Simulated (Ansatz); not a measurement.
KBaLaWO6 (F-43m), computed twice by G0W0.

```xyz
10
Lattice="0.0000 4.3445 4.3445 4.3445 0.0000 4.3445 4.3445 4.3445 0.0000" Properties=species:S:1:pos:R:3 pbc="T T T"
K     2.1723    2.1723    2.1723
Ba    6.5168    6.5168    6.5168
La    0.0000    0.0000    0.0000
W     4.3445    4.3445    4.3445
O     2.3853    4.3445    4.3445
O     6.3038    4.3445    4.3445
O     4.3445    4.3445    6.3038
O     4.3445    4.3445    2.3853
O     4.3445    2.3853    4.3445
O     4.3445    6.3038    4.3445
```

The cell and positions are those that the Materials Project relaxed with its own functionals (PBE, PBE+U or r2SCAN), kept fixed. Spin-orbit coupling is left out unless a run names it.

The first (Ansatz 0.2.0; start PBE, 4×4×4 mesh, 147 empty bands, screening to 54 eV, PAW set soft_1 files; 1 × NVIDIA H100 80GB HBM3 (shared by 6 runs) with 2 threads of AMD EPYC 7R13 (Zen 3), shared host) gave, on its mesh: starting gap 2.50 eV, G0W0 gap 3.80 eV, RPA ε∞ (mean) 4.45, 21 s.

The second gave: starting gap 2.50 eV, G0W0 gap 3.66 eV, RPA ε∞ (mean) 4.43, 40 s.

**Question.** What was changed in the input? Choose among start, files, mesh, bands and cutoff, frequency model or another key.

Changed: empty bands from 147 to 417 and screening cutoff (eV) from 54 to 108. The starting gap stayed, which rules out the functional and points to the GW step. Other changes could give like numbers; this is the one that was made.

Limits: not at the basis limit; f levels unsure; no spin-orbit coupling.

[Paths, hosts, dates, memory and timing lines, banners, echoed tables and standing remarks are left out of the program output.]

[Logs are printed without paths, hosts, clocks, repeated set-up lines and the standing remarks that a program may print on its own settings, such as how far it seeks lower states.]

[Runs of the session that timed out or met a known fault of the program may be left out.]

[Cells called generated may have been cut or substituted from an entry of the Crystallography Open Database or the Materials Project.]

[Hosts, paths, dates, database ids (printed as entryN), source tags and the programs' standing remarks are cut or masked in the printed files.]
